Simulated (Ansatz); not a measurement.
# 1T-SrClBr monolayer in a perpendicular field, part 2 of 2

Aim: how the 1T-SrClBr monolayer screens a field along its normal, and what the field does to its bands. A positive field points along +c.

Ansatz 0.2.0; plane-wave DFT, PBE-D3(BJ), Ansatz PAW.

So far, gap on the k-mesh (eV): step 2 (relaxing the slab) 5.37.

## Step 3: Atoms held, field 0

A sawtooth potential applies the field, turning back in the middle of the vacuum. With the dipole correction the typed value is the field outside the slab. The induced dipole is small, so the SCF threshold is tight.

The cell differs from the one that the last finished run ended in (c 38.170 → 21.007 Å).

input.yaml reads:

```yaml
crystal:
  lattice:
    - [4.4590750459, 0.0, 0.0]
    - [-2.2295375229, 3.8616722671, 0.0]
    - [0.0, 0.0, 21.0068819379]
  atoms:
    - { symbol: Br, position: [0.6666666667, 0.3333333333, 0.4284310269] }
    - { symbol: Sr, position: [0.0, 0.0, 0.5061844179] }
    - { symbol: Cl, position: [0.3333333333, 0.6666666667, 0.5715689731] }
kpoints:
  mp_grid: { grid: [12, 12, 1] }
  band_path:
    path: [[0, 0, 0], [0.5, 0, 0], [0.33333333, 0.33333333, 0], [0, 0, 0]]
    npoints: 16
hamiltonian:
  xc: pbe
  dispersion: d3bj
scf:
  occupations: { method: fermi_dirac, width: 0.02585 }
  convergence: { dr2_threshold: 1.0e-10 }
efield:
  axis: 3
  dipole_correction: true
  ramp_position: 0.97
  ramp_width: 0.06
  amplitude: 0
output:
  dos: { projected: true, e_range: [-6, 5] }
  write_potential: true
  write_density: true
  volumetric_format: npy
  elf: true
```

Run with:

```
ansatz run input.yaml --threads 2 --pin off --max-ram 3072MiB --backend cpu --events-out ev --progress --plain --runs-dir out
```

Numbers of over 12 decimals in the logs are rounded to 6 here.

What it wrote:

```text
[...]
Crystal: 3 atoms, lattice volume = 361.728 Å³
Basis set: ecut = 420 eV, 7097 PW (Γ)
Bands: 16, of which v1, the nominal top of the filled ones, is band 12 counted from 1 (11 counted from 0)
Symmetry: 6 space group operations
[...]
k-points: 19 of 144 (time reversal used)
[...]
SCF iter   1: F=—  HF=-7414.184017 eV  |F-HF|=—  |Δ(HF+E_count)|=         —  Δρ=3.83e-4  dr2=1.71e-3  ethr=1.77e-3  p=0.035 e·Å  D=1.74e-2 V/Å  ΔV_dip=-0.36 eV  dr2_dipole=5.07e-5  V_vac-E_F(+/−)=4.69/5.06 eV  ⟨swp⟩=13.9  Hψ=3139  notcnv=0
efield: sawtooth ramp at fractional position 0.9700 (set: `efield.ramp_position`, or a place that a band, a saddle search or an elastic batch's reference lends), width 0.0600; the density the first Hamiltonian is built on has a dipole p = 0.035 e·Å; the dipole correction subtracts the counter field D = 1.74e-2 V/Å, which shifts the + side's vacuum level by -0.36 eV against the − side's; the planar-averaged density in the ramp window peaks in size at 4.7e-6 e/Å³
[...]
SCF iter   2: F=—  HF=-7414.185480 eV  |F-HF|=—  |Δ(HF+E_count)|=   1.46e-3  Δρ=2.81e-4  dr2=8.80e-4  ethr=7.14e-6  p=0.040 e·Å  D=1.99e-2 V/Å  ΔV_dip=-0.42 eV  dr2_dipole=1.33e-5  V_vac-E_F(+/−)=4.71/5.13 eV  ⟨swp⟩=3.3  Hψ=883  notcnv=0
[...]
SCF iter  10: F=-7414.185672 eV  HF=-7414.185672 eV  |F-HF|=9.09e-12  |Δ(HF+E_count)|=  2.64e-11  Δρ=2.37e-8  dr2=2.16e-12  ethr=1.00e-12  p=0.037 e·Å  D=1.87e-2 V/Å  ΔV_dip=-0.39 eV  dr2_dipole=1.83e-14  V_vac-E_F(+/−)=4.74/5.13 eV  ⟨swp⟩=4.8  Hψ=988  notcnv=0
SCF 1 converged in 10 iterations: F = -7414.185672 eV  dr2 = 2.16e-12
[...]
NSCF: frozen V_eff on 49 k-points
efield: sawtooth ramp at fractional position 0.9700 (kept from the solve that this one continues, or follows in the run), width 0.0600; the density the first Hamiltonian is built on has a dipole p = 0.037 e·Å; the dipole correction subtracts the counter field D = 1.87e-2 V/Å, which shifts the + side's vacuum level by -0.39 eV against the − side's; the planar-averaged density in the ramp window peaks in size at 1.9e-7 e/Å³
[...]
SCF converged after 10 iterations
Free energy (F): -7414.185672 eV
[...]
Internal energy: -7414.185672 eV  (E = F + TS)
E sigma→0 (E₀):  -7414.185672 eV
Fermi energy:    -2.279187 eV
Dipole field:    D = 0.018689 V/Å  (p = 0.037360 e·Å, saw-weighted, corrected)
Work function:   Φ+ = 4.7363 eV   Φ− = 5.1289 eV
Levels:          The Fermi level and band energies are counted from a zero that moves with the ramp; work functions are not
[...]
--- Band table (eV; the first three rows and the last of 19) ---
  k-point 0: bands = [... 8 lower, -6.1980, -5.1538, -4.9997, -4.9997, 0.3723, 1.4671, 1.4671, 1.7149]
  k-point 1: bands = [... 8 lower, -6.1892, -5.1592, -5.0512, -5.0205, 0.5249, 1.3523, 1.5492, 1.7543]
  k-point 2: bands = [... 8 lower, -6.1661, -5.3126, -5.0749, -5.0470, 0.8562, 1.2458, 1.7805, 1.8312]
  k-point 18: bands = [... 8 lower, -6.0681, -5.5607, -5.4264, -5.2502, 1.6202, 1.6404, 2.0174, 3.2915]
```

Wall time 9.1 s (2 threads of AMD EPYC 7R13 (Zen 3), shared host); peak memory 0.6 GiB.

This step gave:

```yaml
dipole_along_the_normal: 0.03736 e·Å
gap_along_the_path: 5.372 eV
smallest_direct_gap_along_the_path: 5.372 eV
step_between_the_vacuum_levels: -0.3926 eV
ionisation_energy_upper_face: 7.457 eV
electron_affinity_upper_face: 2.085 eV
ionisation_energy_lower_face: 7.849 eV
gap_the_smaller_of_path_and_mesh: 5.372 eV
```

Running mean over a fixed 2.8 Å (it still follows the layers) of the planar mean; the ramp of the sawtooth is left out. The electron's electrostatic potential energy less the Fermi level by z:

```tsv
z (Å)	electron's electrostatic potential energy less the Fermi level (eV)
2.92	5.13
3.36	5.13
3.79	5.13
4.08	5.13
4.52	5.13
4.96	5.13
5.40	5.13
5.84	5.12
6.13	5.09
6.56	4.99
7.00	4.56
7.44	3.28
7.88	1.53
8.32	0.0343
8.61	-0.794
9.04	-2.73
9.48	-5.24
9.92	-6.54
10.36	-6.49
10.65	-6.30
11.09	-6.02
11.52	-5.22
11.96	-3.06
12.40	-0.585
12.69	0.561
13.13	1.97
13.57	3.36
14.00	4.32
14.44	4.64
14.88	4.71
15.17	4.73
15.61	4.73
16.05	4.74
16.48	4.74
16.92	4.74
17.21	4.74
17.65	4.74
18.09	4.74
```

The density of states has structure finer than the step of the table below, so its rows give means over 0.25 eV, whole bins alone (the curve runs from -6 to 3.68 eV). Peaks (eV: height): -4.260: 12.7, -4.150: 14.8, -3.790: 30.6, -3.270: 50.6, -2.910: 23.7, -2.770: 20.7, 3.620: 6.53.

Table of density of states by energy, zero at the Fermi level of the run, which the smearing sets inside the gap; means over each step:

```tsv
energy (eV)	density of states (states/eV a cell)
-4.75	0
-4.50	1.16
-4.25	7.11
-4.00	8.71
-3.75	7.93
-3.50	0
-3.25	7.74
-3.00	10.5
-2.75	6.30
-2.50	0
-2.25	0
-2.00	0
-1.75	0
-1.50	0
-1.25	0
-1.00	0
-0.75	0
-0.50	0
-0.25	0
0.00	0
0.25	0
0.50	0
0.75	0
1.00	0
1.25	0
1.50	0
1.75	0
2.00	0
2.25	0
2.50	0
2.75	0.264
3.00	2.33
3.25	3.49
3.50	2.91
```

Projected DOS per atom over height of the atomic layer and energy from the Fermi level. Layers: Br Sr Cl from below.

Ten even steps from '_' (0.0 states/eV) to '@' (7.8 states/eV), each cell a mean:
```
______
______
______
______
______
______
______
______
______
______
______
______
______
______
++__..
%%__..
____..
..__@@
____::
______
______
______
```
Columns: height of the atomic layer (Å) from 9 to 12.0 (not evenly spaced); rows upwards: energy from the Fermi level (eV) from -5.96 to 3.67.

The electronic bands at the labelled points (eV, zero at the Fermi level of the run, which the smearing sets inside the gap):

```tsv
point	band 9	band 10	band 11	band 12	band 13	band 14	band 15	band 16
Γ	-3.92	-2.87	-2.72	-2.72	2.65	3.75	3.75	3.99
halfway	-3.86	-3.21	-2.86	-2.77	3.16	3.83	4.32	4.40
M	-3.81	-3.28	-2.98	-2.92	2.92	4.54	4.99	5.28
halfway	-3.77	-3.26	-3.11	-2.93	3.27	4.31	4.59	5.57
K	-3.79	-3.28	-3.15	-2.97	3.90	3.92	4.30	5.57
halfway	-3.86	-3.25	-2.94	-2.77	3.43	3.75	4.14	4.46
Γ	-3.92	-2.87	-2.72	-2.72	2.65	3.75	3.75	3.99
```

The electronic bands as a text plot (rows in eV, shown from -4.5 to 4.0 only):

```
    3.8 |++++++  ++++                  +++++++++++++++    +++++++
    3.5 |   +++++                   +++        ++++++++++++++
    3.1 |    +++++++++++++     +++++                     +++
    2.8 |++++             +++++                             +++++
    2.4 |
    2.1 |
    1.7 |
    1.4 |
    1.0 |
    0.6 |
    0.3 |
   -0.1 |
   -0.4 |
   -0.8 |
   -1.1 |
   -1.5 |
   -1.8 |
   -2.2 |
   -2.5 |
   -2.9 |********************************************************
   -3.2 |       ******************************************
   -3.6 |
   -3.9 |********************************************************
   -4.3 |********************************************************
         Γ                   M           K                      Γ
```

ELF in the ca plane at fractional y = 0.000, with atoms of Sr within 0.2 Å of it. It is the smooth field of the valence electrons, not physical close to the nuclei.

Ten even steps from '0' (0.00) to '9' (0.85), each cell a mean:
```
00000000000000000000039946982000000000000000
00000000000000000000016999940000000000000000
00000000000000000123211466310111000000000000
00000000000000002456641010024543100000000000
00000000000000013578874100257764210000000000
00000000000000024688886201478875310000000000
00000000000000024678886201368765310000000000
00000000000000013567763000136653200000000000
00000000000000001245421233102332000000000000
00000000000000000011003899720000000000000000
00000000000000000000028988971000000000000000
00000000000000000000049813993000000000000000
```
Columns run along c (16.0 Å, from fractional 0.09 to 0.85 of the cell), rows up along a (4.5 Å). Atoms in or near the plane, at fractional coordinates: Sr at (0.51, 0.00).

Electrostatic potential energy in the ca plane at fractional y = 0.000, with atoms of Sr within 0.2 Å of it. With pseudopotentials it is smooth inside the atoms' cores, unlike the true potential.

Ten even steps from '0' (-31 eV) to '9' (3 eV), each cell a mean:
```
99999999999999999999862000047899999999999999
99999999999999999999875100268899999999999999
99999999999999999999987545678999999999999999
99999999999999999999988877889999999999999999
99999999999999999999999888999999999999999999
99999999999999999999899999999999999999999999
99999999999999999999999999999999999999999999
99999999999999999999998888889999999999999999
99999999999999999999988766788999999999999999
99999999999999999999886312478999999999999999
99999999999999999999873000057899999999999999
99999999999999999999861000037899999999999999
```
Columns run along c (16.0 Å, from fractional 0.09 to 0.85 of the cell; values clipped at the 3rd and 97th percentile), rows up along a (4.5 Å). Atoms in or near the plane, at fractional coordinates: Sr at (0.51, 0.00).

Valence density in the ca plane at fractional y = 0.000, with atoms of Sr within 0.2 Å of it. It is the smooth field of the valence electrons, not physical close to the nuclei.

Values in e/Å³, 7 rows by 16 columns, each cell a mean:
```
0.0 0.0 0.0 0.0 0.0 0.0 0.0 0.1 1.6 1.8 0.1 0.0 0.0 0.0 0.0 0.0
0.0 0.0 0.0 0.0 0.0 0.0 0.0 0.1 0.3 0.4 0.1 0.0 0.0 0.0 0.0 0.0
0.0 0.0 0.0 0.0 0.0 0.0 0.1 0.1 0.1 0.1 0.1 0.0 0.0 0.0 0.0 0.0
0.0 0.0 0.0 0.0 0.0 0.0 0.1 0.2 0.1 0.1 0.2 0.0 0.0 0.0 0.0 0.0
0.0 0.0 0.0 0.0 0.0 0.0 0.0 0.1 0.1 0.1 0.1 0.0 0.0 0.0 0.0 0.0
0.0 0.0 0.0 0.0 0.0 0.0 0.0 0.1 0.7 0.7 0.1 0.0 0.0 0.0 0.0 0.0
0.0 0.0 0.0 0.0 0.0 0.0 0.0 0.1 1.8 1.9 0.1 0.0 0.0 0.0 0.0 0.0
```
Columns run along c (16.0 Å, from fractional 0.09 to 0.85 of the cell), rows up along a (4.5 Å). Atoms in or near the plane, at fractional coordinates: Sr at (0.51, 0.00).

The gap is 5.37 eV, with the valence edge 7.46 eV and the conduction edge 2.08 eV under the upper vacuum level.

## Step 4: Atoms held, field 0.1 V/Å

Changes to input.yaml since step 3:

```diff
@@ -25,5 +25,4 @@
   ramp_width: 0.06
-  amplitude: 0
+  amplitude: 0.1
 output:
-  dos: { projected: true, e_range: [-6, 5] }
   write_potential: true
@@ -31,2 +30 @@
   volumetric_format: npy
-  elf: true
```

What it wrote:

```text
[...]
Crystal: 3 atoms, lattice volume = 361.728 Å³
Basis set: ecut = 420 eV, 7097 PW (Γ)
Bands: 16, of which v1, the nominal top of the filled ones, is band 12 counted from 1 (11 counted from 0)
Symmetry: 6 space group operations
[...]
k-points: 19 of 144 (time reversal used)
[...]
--- Band table (eV; the first three rows and the last of 19) ---
  k-point 0: bands = [... 8 lower, -6.1721, -5.1776, -5.0360, -5.0360, 0.3765, 1.4632, 1.4632, 1.7271]
  k-point 1: bands = [... 8 lower, -6.1627, -5.1879, -5.0832, -5.0573, 0.5317, 1.3478, 1.5453, 1.7545]
  k-point 2: bands = [... 8 lower, -6.1381, -5.3509, -5.1132, -5.0716, 0.8661, 1.2500, 1.7768, 1.8039]
  k-point 18: bands = [... 8 lower, -6.0610, -5.5746, -5.4590, -5.2979, 1.6235, 1.6447, 2.0076, 3.2772]
[key lines of the parts left out:]
SCF converged after 11 iterations
Free energy (F): -7414.191218 eV
Fermi energy:    -2.292002 eV
Dipole field:    D = 0.036804 V/Å  (p = 0.073573 e·Å, saw-weighted, corrected)
```

Elapsed: 9.3 s, on 2 threads; peak memory 0.58 GiB.

The dipole is 0.0736 e·Å, 0.0362 e·Å from its value without field, and the gap 5.412 eV.

## Step 5: Atoms held, field -0.1 V/Å

Changes to input.yaml since step 4:

```diff
@@ -25,3 +25,3 @@
   ramp_width: 0.06
-  amplitude: 0.1
+  amplitude: -0.1
 output:
```

What it wrote:

```text
[...]
Crystal: 3 atoms, lattice volume = 361.728 Å³
Basis set: ecut = 420 eV, 7097 PW (Γ)
Bands: 16, of which v1, the nominal top of the filled ones, is band 12 counted from 1 (11 counted from 0)
Symmetry: 6 space group operations
[...]
k-points: 19 of 144 (time reversal used)
[...]
--- Band table (eV; the first three rows and the last of 19) ---
  k-point 0: bands = [... 8 lower, -6.2258, -5.1286, -4.9631, -4.9631, 0.3542, 1.4702, 1.4702, 1.6536]
  k-point 1: bands = [... 8 lower, -6.2175, -5.1301, -5.0180, -4.9834, 0.5025, 1.3559, 1.5522, 1.7061]
  k-point 2: bands = [... 8 lower, -6.1959, -5.2738, -5.0363, -5.0212, 0.8299, 1.2348, 1.7834, 1.8337]
  k-point 18: bands = [... 8 lower, -6.0827, -5.5410, -5.3926, -5.2032, 1.6155, 1.6331, 2.0261, 3.3012]
[key lines of the parts left out:]
SCF converged after 10 iterations
Free energy (F): -7414.183746 eV
Fermi energy:    -2.272386 eV
Dipole field:    D = 0.000574 V/Å  (p = 0.001147 e·Å, saw-weighted, corrected)
```

Run time: 9 s. Hardware: 2 threads; peak memory 0.56 GiB.

The dipole is 0.00115 e·Å, -0.0362 e·Å from its value without field, and the gap 5.317 eV.

## Step 6: Response, atoms held

This step: plane-wave DFT, PBE-D3(BJ), Ansatz PAW; response to a field along the normal, atoms held (Ansatz 0.2.0).

The dipoles give the slope, and the difference of two potentials shows where the field is screened.

This step gave:

```yaml
equivalent_conductor_thickness_p_eps_0ae: 3.805 Å
distance_between_the_outer_atoms: 3.007 Å
```

The dipole of the cell by applied field:

```tsv
applied field (V/Å)	dipole of the cell (e·Å)
-0.1000	0.00115
0.0000	0.0374
0.1000	0.0736
```

Local field over the applied field, running mean. From the potentials at -0.1 and 0.1 V/Å; running mean over 2.5 Å. The local field over applied field by z:

```tsv
z (Å)	local field over applied field
4.5	0.999
5.0	0.998
5.5	0.993
6.0	0.979
6.5	0.940
7.0	0.855
7.5	0.721
8.0	0.569
8.5	0.426
9.0	0.321
9.5	0.274
10.0	0.274
10.5	0.286
11.0	0.304
11.5	0.332
12.0	0.394
12.5	0.500
13.0	0.634
13.5	0.770
14.0	0.886
14.5	0.955
15.0	0.985
15.5	0.995
16.0	0.999
16.5	1.000
```

Electrons, planar mean, per unit field. Table of induced electron density by z:

```tsv
z (Å)	induced electron density (e/Å³ per V/Å)
4.08	6.3e-7
4.38	1.4e-6
4.81	4.3e-6
5.11	9.2e-6
5.54	2.8e-5
5.84	5.9e-5
6.13	1.2e-4
6.56	3.2e-4
6.86	6.0e-4
7.15	0.00107
7.59	0.00223
7.88	0.00306
8.32	0.00275
8.61	0.00151
8.90	6.5e-4
9.34	5.5e-6
9.63	-6.2e-4
9.92	-0.00106
10.36	-5.7e-4
10.65	7.8e-5
11.09	6.6e-4
11.38	3.5e-4
11.67	-1.2e-4
12.11	-8.4e-4
12.40	-0.00166
12.69	-0.00274
13.13	-0.00260
13.42	-0.00178
13.86	-8.1e-4
14.15	-4.4e-4
14.44	-2.3e-4
14.88	-8.3e-5
15.17	-4.0e-5
15.46	-1.9e-5
15.90	-6.1e-6
16.19	-2.8e-6
16.63	-8.9e-7
16.92	-4.1e-7
```

The smaller of the gaps on the path and on the k-mesh, counted as 0 under 0.03 eV; in a wide-gap layer a fall can come from a state in the tilted vacuum. The gap by applied field:

```tsv
applied field (V/Å)	gap (eV)
-0.1000	5.32
0.0000	5.37
0.1000	5.41
```

By hand: between -0.1 and 0.1 V/Å the dipole changes by 0.07243 e·Å, a slope of 0.3621 e·Å²/V. A perfect conductor of thickness t has p = ε₀AEt, so t = 180.95 × 0.3621 / 17.219 = 3.81 Å (e/ε₀ = 180.95 V·Å, A in Å²).

The induced dipole is that of a conductor 3.81 Å thick.

## Step 7: What came out

```json
{
  "gap without field": "5.37 eV",
  "ionisation energy, upper face": "7.46 eV",
  "electron affinity, upper face": "2.08 eV",
  "step between the vacuum levels": "-0.393 eV",
  "equivalent conductor thickness, atoms held": "3.81 Å"
}
```

The induced dipole equals that of a perfect conductor 3.81 Å thick, while the outer atoms lie 3.01 Å apart; an out-of-plane ε follows only once a thickness t is chosen, by 1 − 1/ε = 3.81 Å / t. The two faces differ: the vacuum level above lies 0.39 eV lower than the one below. The gap goes from 5.37 eV to 5.32 eV at -0.1 V/Å. In a field the lowest empty level of a wide-gap layer can be a state in the vacuum, whose place depends on the cell. Semilocal functionals give gaps that are too small, and excitons are not included. Spin-orbit coupling is left out.

[Logs are printed without paths, hosts, clocks, repeated set-up lines and the standing remarks that a program may print on its own settings, such as how far it seeks lower states.]

[Hosts, paths, dates, database ids (printed as entryN), source tags and the programs' standing remarks are cut or masked in the printed files.]

[Maps of the electrostatic potential energy from Ansatz leave out the sawtooth potential of an applied field or a dipole correction, so their vacuum need not be flat; planar profiles and work functions include it.]

[The density of states shown here was stored with 400 of the rows of the run's finer table, so its peaks can read low, often by over a quarter, or be missed, and its means over a window can be off by a tenth or more.]
